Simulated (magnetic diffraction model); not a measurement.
## NdTi2Mn6Ge4 below its ordering temperature

Space group P6/mmm (no. 191), a = 5.1900 Å, c = 8.0620 Å.

| site | atom | x | y | z |
| --- | --- | --- | --- | --- |
| 1a | Nd | 0 | 0 | 0 |
| 2e | Ge | 0 | 0 | 0.3438 |
| 2d | Ge | 1/3 | 2/3 | 1/2 |
| 6i | Mn | 0 | 1/2 | 0.2605 |
| 2c | Ti | 1/3 | 2/3 | 0 |

This is a made-up structure (elements placed in a structure type, unrelaxed), so the numbers test the method and describe no known phase.

Only Nd is taken to order (form factors of Nd3+); orders and moment sizes are assumed, and not adapted to the symmetry. Radiation: neutrons of λ = 2.36 Å, 5° to 100°; isotropic B of 0.22 Å² (Nd), 0.32 Å² (Ge), 0.25 Å² (Mn) and 0.26 Å² (Ti). Simulated constant-wavelength pattern: nuclear and magnetic terms add, the magnetic one as |2.695 fm × Σ f S⊥ exp(2πi Q·r) exp(−B s²)|², summed over all Q at one angle with the factor 1/(sin²θ cos θ). For collinear order S is the moment m, which repeats by lattice and centring translations R with the sign exp(−2πi k·R). Free-ion form factors, Sears's scattering lengths of 1992, no absorption; a label names one of the reflections at its angle. The strongest nuclear line in the range is 100, and lines under 0.2 are left out.

Above the ordering temperature:

```tsv
2θ (°)	index	I
16.83	(0 0 1)	71.8
30.44	(1 0 0)	91.2
34.04	(0 0 2)	37.7
34.98	(1 0 1)	18.6
46.31	(1 0 2)	13.5
52.09	(0 0 3)	0.2
54.09	(1 1 0)	76.1
57.07	(1 1 1)	52.3
61.54	(1 0 3)	100.0
63.34	(2 0 0)	0.3
65.48	(1 1 2)	0.8
66.06	(2 0 1)	9.1
71.67	(0 0 4)	2.5
73.91	(2 0 2)	20.5
78.41	(1 1 3)	0.2
86.39	(2 0 3)	45.5
87.99	(2 1 0)	33.6
90.45	(2 1 1)	8.7
94.08	(0 0 5)	0.9
95.69	(1 1 4)	7.2
97.83	(2 1 2)	9.7
```

Below it (cell unchanged):

| 2θ (°) | I |
| --- | --- |
| 15.09 | 2.3 |
| 16.83 | 71.8 |
| 22.68 | 5.5 |
| 26.28 | 2.3 |
| 30.44 | 91.2 |
| 31.38 | 3.5 |
| 34.04 | 37.7 |
| 34.98 | 18.6 |
| 37.42 | 2.6 |
| 40.64 | 1.2 |
| 43.51 | 2.0 |
| 44.28 | 2.3 |
| 46.31 | 13.5 |
| 46.38 | 0.2 |
| 49.68 | 0.6 |
| 52.09 | 0.2 |
| 54.03 | 2.0 |
| 54.09 | 76.1 |
| 54.55 | 1.3 |
| 56.50 | 0.9 |
| 57.07 | 52.3 |
| 58.77 | 0.6 |
| 59.27 | 1.1 |
| 59.39 | 1.8 |
| 61.54 | 100.0 |
| 63.34 | 0.3 |
| 65.48 | 0.8 |
| 66.06 | 9.1 |
| 67.63 | 1.5 |
| 68.09 | 1.4 |
| 69.80 | 0.3 |
| 71.67 | 2.5 |
| 72.29 | 0.5 |
| 72.40 | 0.6 |
| 73.74 | 0.8 |
| 73.91 | 20.5 |
(The table stops after 36 lines; 25 more lie at higher angle.)

**Question.** Check that the new lines index with k = (1/2 0 0), then choose among these models:
A. collinear moments along [100], 2.8 μB on Nd
B. collinear moments along [101], 2.8 μB on Nd
C. collinear moments along [120], 2.8 μB on Nd

The new lines index as (1/2 0 0) at 15.09°, (1/2 0 1) at 22.68°, (1/2 -1 0) at 26.28° and (1/2 -1 1) at 31.38°, that is as H ± k with k = (1/2 0 0), one of 3 inequivalent arms of its star (k and −k counted as one), which a powder can't tell apart. Half indices mean that the moments reverse under translations with k·R a half-integer, and the magnetic cell has twice the primitive volume.

Magnetic intensity, observed (below minus above) and for each model:

| 2θ (°) | index | observed | A | B | C |
| --- | --- | --- | --- | --- | --- |
| 15.09 | (1/2 0 0) | 2.3 | 2.3 | 7.3 | 7.0 |
| 22.68 | (1/2 0 1) | 5.5 | 5.5 | 4.2 | 7.3 |
| 26.28 | (1/2 -1 0) | 2.3 | 2.3 | 2.8 | 0.8 |
| 31.38 | (1/2 -1 1) | 3.5 | 3.5 | 3.2 | 2.0 |
| 37.42 | (1/2 0 2) | 2.6 | 2.6 | 1.1 | 2.9 |
| 40.64 | (1/2 1 0) | 1.2 | 1.2 | 2.1 | 1.4 |
| 44.28 | (1/2 1 1) | 2.3 | 2.3 | 3.2 | 2.6 |
| 59.39 | (3/2 -2 1) | 1.8 | 1.8 | 2.0 | 0.8 |

Model A matches.

The structure used: k = (1/2 0 0), collinear moments along [100], 2.8 μB on Nd.

[Logs are printed without paths, hosts, clocks, repeated set-up lines and the standing remarks that a program may print on its own settings, such as how far it seeks lower states.]
